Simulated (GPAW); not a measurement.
# TiO2 (I4_1/amd): refractive index against wavelength

The refractive index of TiO2 (I4_1/amd) along x below the direct gap (2.48 eV on the mesh) is read from one computed spectrum, n = √(Re ε). x, y and z are the Cartesian axes of the input cell.

Cell: a, b, c = 5.458, 5.458, 5.458 Å (primitive vectors), 6 atoms.

Method: GPAW 26.7.0, PBE, RPA, k-mesh 11×11×11, local fields up to 50 eV, Lorentzian half width 0.12 eV.

Launch of the response step: `OMP_NUM_THREADS=1 python df.py`. The run took 12.1 min, its band step included, on 1 thread of Arm Neoverse V2, on a shared host.

```
wavelength (nm)  photon energy E (eV)       n
           3000                 0.413  2.4711
           2000                 0.620  2.4807
           1550                 0.800       ?
           1310                 0.946  2.5046
           1064                 1.165  2.5278
            850                 1.459  2.5699
            700                 1.771  2.6340
```

In the single-oscillator model n² − 1 = E₀E_d/(E₀² − E²), so 1/(n² − 1) = E₀/E_d − E²/(E₀E_d) is linear in E².

Working, on the rows shown:

| x = E² (eV²) | y = 1/(n² − 1) |
| --- | --- |
| 0.170801 | 0.195835 |
| 0.384302 | 0.194029 |
| 0.895757 | 0.189645 |
| 1.35784 | 0.185537 |
| 2.12762 | 0.178432 |
| 3.13716 | 0.168408 |

Means: x̄ = 1.3456, ȳ = 0.18531. Σ(x − x̄)(y − ȳ) = -0.05835, Σ(x − x̄)² = 6.328. Slope = -0.05835 / 6.328 = -0.009221; intercept = ȳ − slope · x̄ = 0.19772. Turned back into n, the line misses the rows shown by at most 0.0026.

Fill in the last column of the withheld row.

At x = 0.63984 the line gives y = 0.19182, that is 2.4926. The run gave 2.4925, so the interpolation is off by 0.00012, 0.1 % of the range in the table.

Refitted with all rows, the slope is -0.009223 and the intercept 0.19773. These give E₀ = √(intercept/−slope) = 4.63 eV and E_d = E₀/intercept = 23.4 eV; E₀ is 1.9 times the direct gap. The electronic limit at long wavelengths, without lattice vibrations, is n = √(1 + 1/intercept) = 2.461. Excitons are left out; PBE gaps are as a rule too small. The values come from a sum over the points of one k-mesh and carry its error, which grows as the direct gap shrinks. This version of GPAW has incomplete matrix elements in the optical limit, which can lower ε − 1 by up to a tenth where first-row anions or d states rule.

[Logs are printed without paths, hosts, clocks, repeated set-up lines and the standing remarks that a program may print on its own settings, such as how far it seeks lower states.]
